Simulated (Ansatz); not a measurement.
**Lattice dynamics of (SrO)1(LiCl)3 [001] superlattice, started as rocksalt type**

Wanted: vibrations and spectra of (SrO)1(LiCl)3 [001] superlattice, started as rocksalt type; the cell is already relaxed.

Method: DFT PBEsol, scalar-relativistic, plane waves, PAW, in Ansatz 0.2.0.

The structure was built from a prototype and need not be the compound's stable phase.

## 1. The starting structure

Symmetry: P4/mmm, No. 123, tetragonal system. The conventional cell has a = 3.543 Å, b = 3.543 Å, c = 10.716 Å, α = 90.00°, β = 90.00°, γ = 90.00°. Nearest to Cl lie 5 Li at 2.55 to 2.56 Å and 1 Sr at 2.80 Å. Nearest to Cl lie 6 Li at 2.51 to 3.01 Å. Nearest to Li lie 1 O at 2.35 Å and 5 Cl at 2.55 to 3.01 Å. Nearest to Li lie 6 Cl at 2.51 to 2.56 Å. Nearest to O lie 2 Li at 2.35 Å and 4 Sr at 2.51 Å. Nearest to Sr lie 4 O at 2.51 Å and 2 Cl at 2.80 Å. Farther neighbours and most contacts between anions are not listed.

## 2. Zone-centre response

The cell comes from relaxations at this level that are not shown. The zone centre is the only wavevector solved here; it holds the modes that light can see, as far as symmetry allows. The response to a homogeneous field gives the Born charges and the dielectric tensor, and its change with displacement the Raman tensors.

input.yaml

```yaml
crystal:
  lattice:
    - [2.5053982963, 2.5053982963, 0.0]
    - [-2.5053982963, 2.5053982963, 0.0]
    - [0.0, 0.0, 10.7162959722]
  atoms:
    - { symbol: Cl, position: [0.0, 0.0, 0.2610559692] }
    - { symbol: Cl, position: [0.5, 0.5, 0.5] }
    - { symbol: Cl, position: [0.0, 0.0, 0.7389440308] }
    - { symbol: Li, position: [0.5, 0.5, 0.2192996068] }
    - { symbol: Li, position: [0.0, 0.0, 0.5] }
    - { symbol: Li, position: [0.5, 0.5, 0.7807003932] }
    - { symbol: O, position: [0.5, 0.5, 0.0] }
    - { symbol: Sr, position: [0.0, 0.0, 0.0] }
kpoints:
  mp_grid: { grid: [8, 8, 2] }
hamiltonian:
  xc: pbesol
scf:
  occupations: { method: fixed }
output:
  eigenvalues: true
phonons:
  method: dfpt
  dielectric: true
  rigid_motions: translations
  raman: true
```

Command:

```sh
$ ansatz run input.yaml --threads 8 --pin off --max-ram 14336MiB --backend cpu --events-out ev --progress --plain --runs-dir out
```

Numbers of over 12 decimals in the logs are rounded to 6 here.

Log:

```text
Engine: ansatz 0.2.0, aarch64-unknown-linux-gnu
Pseudopotentials: kind: paw
Pseudopotential: Cl, paw, valence charge 7, recommended cutoff 420 eV (normal), Cl.paw.azcp
Pseudopotential: Li, paw, valence charge 3, recommended cutoff 420 eV (normal), Li.paw.azcp
Pseudopotential: O, paw, valence charge 6, recommended cutoff 420 eV (normal), O.paw.azcp
Pseudopotential: Sr, paw, valence charge 10, recommended cutoff 420 eV (normal), Sr.paw.azcp
Functional definition: PBEsol
  exchange = pbesol_x
  correlation = pbesol_c
Crystal: 8 atoms, lattice volume = 134.533 Å³
Basis set: ecut = 420 eV, 2631 PW (Γ), exchange–correlation on 48×48×144 points (8 copies of the dense FFT grid, shifted against one another)
Bands: 31, of which v1, the nominal top of the filled ones, is band 23 counted from 1 (22 counted from 0)
Symmetry: 16 space group operations
k-points: 42 of 128 (irreducible under 2 space group operations, time reversal used)
Non-local potential: Cl, projectors of the file, l = 0: 2, l = 1: 2, l = 2: 2
Non-local potential: Li, projectors of the file, l = 0: 3, l = 1: 2, l = 2: 1
Non-local potential: O, projectors of the file, l = 0: 2, l = 1: 2, l = 2: 1
Non-local potential: Sr, projectors of the file, l = 0: 3, l = 1: 2, l = 2: 2
PAW form: soft (Blöchl's): semilocal exchange-correlation on the pseudo side does not see the compensation charge
PAW frozen core: Cl, regenerated for the run's functional, and the local potential with it (the file was generated under x = pbe(κ = 0.804, μ = 0.219515), c = pbe(β = 0.066725))
PAW frozen core: O, regenerated for the run's functional, and the local potential with it (the file was generated under x = pbe(κ = 0.804, μ = 0.219515), c = pbe(β = 0.066725))
PAW frozen core: Sr, regenerated for the run's functional, and the local potential with it (the file was generated under x = pbe(κ = 0.804, μ = 0.219515), c = pbe(β = 0.066725))
PAW one-centre angular grid: Cl, 110 points (default); XC on 64 Gauss nodes
PAW one-centre angular grid: Li, 110 points (default); XC on 64 Gauss nodes
PAW one-centre angular grid: O, 110 points (default); XC on 64 Gauss nodes
PAW one-centre angular grid: Sr, 110 points (default); XC on 64 Gauss nodes
Initial density: superposition of atomic densities (neutral atoms: chi_scale 0, normalization atom), corrected by the library's trained network
Initial wavefunctions: pseudopotential atomic-orbital guess
Functional: x = pbesol(κ = 0.804, μ = 0.123457), c = pbesol(β = 0.046)
SCF iter   1: F=—  HF=-7858.107816 eV  |F-HF|=—  |Δ(HF+E_count)|=         —  Δρ=7.60e-3  dr2=8.87e-2  ethr=1.77e-3  ⟨swp⟩=5.6  Hψ=5893  notcnv=0  defer=201
preconditioner: auto → Resta (q_TF=auto, 2.281 Å⁻¹)  ε∞=3.2  [insulator: Δε(μ)=3.961 eV  Ē_g=13.402 eV  n_scr=26 (ndim 8)  ℏωp=19.7 eV  f_vac=0.000  ε∞_Penn≈3.2]
SCF iter   2: F=—  HF=-7858.086410 eV  |F-HF|=—  |Δ(HF+E_count)|=   2.14e-2  Δρ=3.43e-3  dr2=1.68e-2  ethr=1.93e-4  ⟨swp⟩=2.7  Hψ=2573  notcnv=0  defer=251
SCF iter   3: F=—  HF=-7858.082955 eV  |F-HF|=—  |Δ(HF+E_count)|=   3.45e-3  Δρ=1.17e-3  dr2=2.85e-3  ethr=3.64e-5  ⟨swp⟩=2.4  Hψ=1908  notcnv=0  defer=252
SCF iter   4: F=—  HF=-7858.082382 eV  |F-HF|=—  |Δ(HF+E_count)|=   5.73e-4  Δρ=4.74e-4  dr2=5.63e-4  ethr=6.19e-6  ⟨swp⟩=2.7  Hψ=1565  notcnv=0  defer=252
SCF iter   5: F=—  HF=-7858.082285 eV  |F-HF|=—  |Δ(HF+E_count)|=   9.75e-5  Δρ=9.63e-5  dr2=2.23e-5  ethr=1.22e-6  ⟨swp⟩=2.7  Hψ=1745  notcnv=0  defer=250
SCF iter   6: F=—  HF=-7858.082280 eV  |F-HF|=—  |Δ(HF+E_count)|=   4.15e-6  Δρ=2.01e-5  dr2=5.86e-7  ethr=4.85e-8  ⟨swp⟩=2.0  Hψ=2285  notcnv=0  defer=223
SCF iter   7: F=—  HF=-7858.082284 eV  |F-HF|=—  |Δ(HF+E_count)|=   3.55e-6  Δρ=4.37e-6  dr2=2.67e-8  ethr=1.27e-9  ⟨swp⟩=2.0  Hψ=1802  notcnv=0  defer=192
SCF iter   8: F=—  HF=-7858.082284 eV  |F-HF|=—  |Δ(HF+E_count)|=   1.31e-8  Δρ=6.25e-7  dr2=7.25e-10  ethr=5.81e-11  ⟨swp⟩=2.0  Hψ=1876  notcnv=0  defer=192
[...]
site 2:
        -1.11385    0.00000    0.00000
        -0.00000   -1.11385    0.00000
         0.00000   -0.00000   -1.24200
    site 3:
         1.17504   -0.00000    0.00000
         0.00000    1.17504   -0.00000
[...]
site 4:
[...]
site 5:
[...]
site 6:
[...]
0.00000   -2.57405   -0.00000
         0.00000    0.00000   -1.76279
    site 7:
         2.51162   -0.00000    0.00000
         0.00000    2.51162   -0.00000
         0.00000    0.00000    2.01937
  Z* charge neutrality: 6.592e-3 e pre-enforcement
  solved inside a basis spanned on kpoints, on 8×8×4 k-points: ε∞ is read to err by 9.6e-3, Z* by 1.2e-2 e (field_mesh: kpoints solves on kpoints); Z* is corrected for what the basis lacks
  Raman tensors (in the event stream and the table raman_tensors.tsv): an entry may err by 2.4e-2 Å², one of the second-order susceptibility by 1.9e-19 pm/V (basis, points and sum rule); their sum over the sites missed zero by 2.220e-16 Å² ahead of its enforcement
  optical modes at Γ without the LO–TO term, one row a degenerate level:
      ω (cm⁻¹)  modes    IR ((D/Å)²/amu)  static Raman (Å⁴/amu)  depolarisation
       -184.49      1            15.2193                 0.0000               —
         68.10      2             1.3418                 0.0000               —
         89.20      2             0.0000                 1.3059           0.750
        107.58      2             1.8929                 0.0000               —
        108.75      1             0.0028                 0.0000               —
        125.93      1             0.0000                 4.3207           0.011
        221.61      2            11.4671                 0.0000               —
        233.62      2             0.3190                 0.0000               —
        244.78      1             6.0058                 0.0000               —
        251.08      2             0.0000                 0.3563           0.750
        251.68      1             0.0926                 0.0000               —
        273.32      1             0.0000                 1.4939           0.026
        285.70      2            40.3970                 0.0000               —
        312.23      1             0.1646                 0.0000               —
  optical modes at Γ + LO–TO along q̂ = [1.0000, 0.0000, 0.0000]:
      ω (cm⁻¹)  modes    IR ((D/Å)²/amu)  static Raman (Å⁴/amu)  depolarisation
       -184.49      1            15.2193                 0.0000               —
         68.10      1             0.6709                 0.0000               —
         74.29      1             0.0471                 0.0000               —
         89.20      2             0.0000                 1.3059           0.750
        107.58      1             0.9465                 0.0000               —
[...]
125.93      1             0.0000                 4.3207           0.011
[...]
251.08      2             0.0000                 0.3563           0.750
[...]
273.32      1             0.0000                 1.4939           0.026
[...]
optical modes at Γ + LO–TO along q̂ = [0.0000, 1.0000, 0.0000]:
      ω (cm⁻¹)  modes    IR ((D/Å)²/amu)  static Raman (Å⁴/amu)  depolarisation
[...]
89.20      2             0.0000                 1.3059           0.750
[...]
125.93      1             0.0000                 4.3207           0.011
[...]
251.08      2             0.0000                 0.3563           0.750
[...]
273.32      1             0.0000                 1.4939           0.026
[...]
optical modes at Γ + LO–TO along q̂ = [0.0000, 0.0000, 1.0000]:
      ω (cm⁻¹)  modes    IR ((D/Å)²/amu)  static Raman (Å⁴/amu)  depolarisation
[...]
89.20      2             0.0000                 1.3059           0.750
[...]
125.93      1             0.0000                 4.3207           0.011
[...]
233.62      2             0.3190                 0.0000               —
        251.08      2             0.0000                 0.3563           0.750
        251.57      1             0.0013                 0.0000               —
        273.32      1             0.0000                 1.4939           0.026
        285.70      2            40.3970                 0.0000               —
        309.07      1             0.8738                 0.0000               —
        347.70      1            16.3649                 0.0000               —
[key lines of the parts left out:]
SCF converged after 9 iterations
Free energy (F): -7858.082284 eV
Fermi energy:    4.334763 eV
```

Elapsed: 2.6 min, on 8 threads of Arm Neoverse V1, shared host; peak memory 2.8 GiB; 16 min of CPU time.

In the SCF lines HF is the Harris–Foulkes energy and dr2 the Hartree energy of the density residual, in eV; the loop may stop once dr2 is under the threshold and the program's other checks hold. Hψ counts applications of the Hamiltonian.

A gap read on the k-mesh alone can miss the band edges.

This step gave:

```yaml
gap_on_the_k_mesh: 4.171 eV
volume_per_atom: 16.82 Å³
sum_rule_residual_before_enforcement: 0.001690 eV/Å²
miss_of_the_charge_sum_rule: 0.006592 e
estimated_error_of_the_dielectric_tensor: 0.009558
estimated_error_of_the_born_charges: 0.01206 e
point_group: 4/mmm
highest_optical_mode_at_the_zone_centre_no_lo_to_term: 312.2 cm⁻¹
lowest_optical_zone_centre_mode: -184.5 cm⁻¹
mean_high_frequency_dielectric_constant: 3.260
largest_born_charge_third_of_the_trace: 2.348 e
top_of_the_zone_centre_spectrum_with_the_field: 455.6 cm⁻¹
```

Without the LO-TO term. Patterns of degenerate modes are one choice out of their space. Modes at Γ, with each element's share of the kinetic energy (negative means imaginary):

```
mode  frequency (cm⁻¹)  symmetry  Cl %  Li %  O %  Sr %
   1            -184.5       A2u     7    69   24     0
   2               0.0  acoustic    46     9    7    38
   3               0.0  acoustic    46     9    7    38
   4               0.0  acoustic    46     9    7    38
   5              68.1        Eu    46     8    3    42
   6              68.1        Eu    46     8    3    42
   7              89.2        Eg    96     4    0     0
   8              89.2        Eg    96     4    0     0
   9             107.6        Eu    83    10    0     8
  10             107.6        Eu    83    10    0     8
  11             108.8       A2u    67     5    9    19
  12             125.9       A1g    35    65    0     0
  13             221.6        Eu    19    81    0     0
  14             221.6        Eu    19    81    0     0
  15             233.6        Eu     6    58   27    10
  16             233.6        Eu     6    58   27    10
  17             244.8       A2u    46    25    2    27
  18             251.1        Eg     4    96    0     0
  19             251.1        Eg     4    96    0     0
  20             251.7       A2u    31    47   22     0
  21             273.3       A1g    65    35    0     0
  22             285.7        Eu     0    35   63     2
  23             285.7        Eu     0    35   63     2
  24             312.2       A2u     3    45   37    15
```

Displacements in mode 1 (-184.5 cm⁻¹), the largest set to 1:
```
Cl1  0.00  0.00  0.01
Cl2  0.00  0.00 -0.20
Cl3  0.00  0.00  0.01
Li4  0.00  0.00  1.00
Li5  0.00  0.00  0.28
Li6  0.00  0.00  1.00
O7   0.00  0.00 -0.56
Sr8  0.00  0.00 -0.01
```

Displacements in mode 11 (108.8 cm⁻¹), the largest set to 1:
```
Cl1  0.00  0.00 -0.03
Cl2  0.00  0.00  1.00
Cl3  0.00  0.00 -0.03
Li4  0.00  0.00  0.06
Li5  0.00  0.00  0.64
Li6  0.00  0.00  0.06
O7   0.00  0.00 -0.54
Sr8  0.00  0.00 -0.34
```

Optical modes at the zone centre, without and with the macroscopic field of the longitudinal modes; each column is sorted by frequency, so a row need not hold one and the same mode. Modes with and without the field, by row:

| rank among optical modes | no field (cm⁻¹) | q along (1, 0, 0) (cm⁻¹) | q along (0, 0, 1) (cm⁻¹) |
| --- | --- | --- | --- |
| 1 | -184.5 | -184.5 | 68.1 |
| 2 | 68.1 | 68.1 | 68.1 |
| 3 | 68.1 | 74.3 | 89.2 |
| 4 | 89.2 | 89.2 | 89.2 |
| 5 | 89.2 | 89.2 | 105.7 |
| 6 | 107.6 | 107.6 | 107.6 |
| 7 | 107.6 | 108.8 | 107.6 |
| 8 | 108.8 | 114.8 | 110.7 |
| 9 | 125.9 | 125.9 | 125.9 |
| 10 | 221.6 | 221.6 | 221.6 |
| 11 | 221.6 | 232.4 | 221.6 |
| 12 | 233.6 | 233.6 | 233.6 |
| 13 | 233.6 | 236.5 | 233.6 |
| 14 | 244.8 | 244.8 | 251.1 |
| 15 | 251.1 | 251.1 | 251.1 |
| 16 | 251.1 | 251.1 | 251.6 |
| 17 | 251.7 | 251.7 | 273.3 |
| 18 | 273.3 | 273.3 | 285.7 |
| 19 | 285.7 | 285.7 | 285.7 |
| 20 | 285.7 | 312.2 | 309.1 |
| 21 | 312.2 | 455.6 | 347.7 |

Born charge (rows field, columns displacement) (e), principal values of the symmetric part by kind of site:

```
atom  atoms with these values    low  middle   high   mean
 Cl1                        2  -1.24   -1.11  -1.11  -1.16
 Cl2                        1  -1.25   -1.25  -1.19  -1.23
 Li4                        2   1.10    1.18   1.18   1.15
 Li5                        1   1.19    1.19   1.22   1.20
  O7                        1  -2.57   -2.57  -1.76  -2.30
 Sr8                        1   2.02    2.51   2.51   2.35
```

In full for Cl2:

```
-1.25  0.00  0.00
 0.00 -1.25  0.00
 0.00  0.00 -1.19
```

High-frequency dielectric tensor:

```
3.26 0.00 0.00
0.00 3.26 0.00
0.00 0.00 3.26
```

Transverse modes; imaginary modes are left out. Lines of the infrared spectrum (strongest = 100):

```
position (cm⁻¹)  relative intensity
             68                 3.3
             89                 0.0
            108                 4.7
            109                 0.0
            126                 0.0
            222                  28
            234                 0.8
            245                  15
            251                 0.0
            252                 0.2
            273                 0.0
            286                 100
            312                 0.4
```

Activity x (w_L - w)^4 (n + 1)/w, 532 nm, 300 K; imaginary modes are left out; modes without the macroscopic field alone. Lines of the Raman spectrum (strongest = 100):

| position (cm⁻¹) | relative intensity |
| --- | --- |
| 68 | 0.0 |
| 89 | 56 |
| 108 | 0.0 |
| 109 | 0.0 |
| 126 | 100 |
| 222 | 0.0 |
| 234 | 0.0 |
| 245 | 0.0 |
| 251 | 2.6 |
| 252 | 0.0 |
| 273 | 10 |
| 286 | 0.0 |
| 312 | 0.0 |

Before it was imposed, the acoustic sum rule was missed by 0.0017 eV/Å² and the charge sum rule by 0.0066 e. Small misses are needed for a sound result but don't prove that mesh and cutoff are converged. The lowest optical mode is imaginary, 184.5i cm⁻¹, so the energy falls along it.

## 3. Isotope substitution, element Cl, natural mass 35.45 amu

An isotope changes the mass and not the force constants, so no new electronic calculation is needed; the shifts show which modes move this element.

The same force constants with the mass of Cl changed from 35.450 to 36.966 u (phonopy, no LO-TO term). Both lists are sorted by frequency; levels can cross, so a row need not hold one and the same mode. Modes under 3 cm⁻¹ are left out. Isotope shifts, by row:

| q | rank | natural mass (cm⁻¹) | changed mass (cm⁻¹) |
| --- | --- | --- | --- |
| 0 0 0 | 1 | -184.5 | -184.2 |
| 0 0 0 | 5 | 68.1 | 67.45 |
| 0 0 0 | 6 | 68.1 | 67.45 |
| 0 0 0 | 7 | 89.2 | 87.42 |
| 0 0 0 | 8 | 89.2 | 87.42 |
| 0 0 0 | 9 | 107.6 | 105.7 |
| 0 0 0 | 10 | 107.6 | 105.7 |
| 0 0 0 | 11 | 108.8 | 107.2 |
| 0 0 0 | 12 | 125.9 | 125 |
| 0 0 0 | 13 | 221.6 | 220.8 |
| 0 0 0 | 14 | 221.6 | 220.8 |
| 0 0 0 | 15 | 233.6 | 233.3 |
| 0 0 0 | 16 | 233.6 | 233.3 |
| 0 0 0 | 17 | 244.8 | 242 |
| 0 0 0 | 18 | 251.1 | 250.5 |
| 0 0 0 | 19 | 251.1 | 250.9 |
| 0 0 0 | 20 | 251.7 | 250.9 |
| 0 0 0 | 21 | 273.3 | 269.7 |
| 0 0 0 | 22 | 285.7 | 285.7 |
| 0 0 0 | 23 | 285.7 | 285.7 |
| 0 0 0 | 24 | 312.2 | 312 |

A mode of this element alone would shift by -2.07 %. The highest zone-centre frequency without the field goes from 312.2 to 312.0 cm⁻¹ (-0.1 %).

## 4. Another isotope, element Li, natural mass 6.94 amu

The same for Li, from 6.94 to 6.02 u.

A mode of this element alone would shift by +7.41 %. The highest zone-centre frequency without the field goes from 312.2 to 323.5 cm⁻¹ (+3.6 %).

## 5. Another isotope, element O, natural mass 15.999 amu

The same for O, from 16.00 to 18.00 u.

The same force constants with the mass of O changed from 15.999 to 17.999 u (phonopy, no LO-TO term). Both lists are sorted by frequency; levels can cross, so a row need not hold one and the same mode. Modes under 3 cm⁻¹ are left out. Isotope shifts, by row:

```
    q  rank  natural mass (cm⁻¹)  changed mass (cm⁻¹)
0 0 0     1               -184.5               -181.9
0 0 0     5                 68.1                67.96
0 0 0     6                 68.1                67.96
0 0 0     7                 89.2                 89.2
0 0 0     8                 89.2                 89.2
0 0 0     9                107.6                107.6
0 0 0    10                107.6                107.6
0 0 0    11                108.8                108.2
0 0 0    12                125.9                125.9
0 0 0    13                221.6                221.6
0 0 0    14                221.6                221.6
0 0 0    15                233.6                229.3
0 0 0    16                233.6                229.3
0 0 0    17                244.8                244.3
0 0 0    18                251.1                248.4
0 0 0    19                251.1                251.1
0 0 0    20                251.7                251.1
0 0 0    21                273.3                273.3
0 0 0    22                285.7                276.3
0 0 0    23                285.7                276.3
0 0 0    24                312.2                306.1
```

A mode of this element alone would shift by -5.72 %. The highest zone-centre frequency without the field goes from 312.2 to 306.1 cm⁻¹ (-2.0 %).

## 6. Isotope substitution, element Sr, natural mass 87.62 amu

The same for Sr, from 87.62 to 85.91 u.

A mode of this element alone would shift by +0.99 %. The highest zone-centre frequency without the field goes from 312.2 to 312.7 cm⁻¹ (+0.2 %).

## 7. Outcome

```
space group (within 0.01 Å)                             : P4/mmm
volume per atom                                         : 16.8 Å³
gap on the k-mesh                                       : 4.17 eV
highest optical mode at the zone centre (no LO-TO term) : 312 cm⁻¹
top of the zone-centre spectrum with the field          : 456 cm⁻¹
lowest optical zone-centre mode                         : -184 cm⁻¹
mean high-frequency dielectric constant                 : 3.26
largest Born charge (third of the trace)                : 2.35 e
imaginary modes at Γ (the only wavevector solved)       : yes
```

In words: A zone-centre mode is imaginary (184.5i cm⁻¹), so this structure is not a minimum of the energy. Without the field, the optical modes at Γ span -184 to 312 cm⁻¹ (negative means imaginary). No dispersion was computed. The highest mode in this list at Γ, 312.2 cm⁻¹, has its largest share on Li (45 % of the kinetic energy). With the macroscopic field of the longitudinal modes the top of the zone-centre spectrum lies at 456 cm⁻¹, against 312 cm⁻¹ without it. Among the real modes, the strongest infrared line is at 286 cm⁻¹. Averaged over orientations, the strongest Raman line at 532 nm and 300 K is at 126 cm⁻¹. The starting cell was built on a prototype and not taken from a measurement, so the phase need not exist. These are harmonic frequencies at zero temperature: anharmonic shifts, linewidths and thermal expansion are left out.

[Logs are printed without paths, hosts, clocks, repeated set-up lines and the standing remarks that a program may print on its own settings, such as how far it seeks lower states.]

[Hosts, paths, dates, database ids (printed as entryN), source tags and the programs' standing remarks are cut or masked in the printed files.]
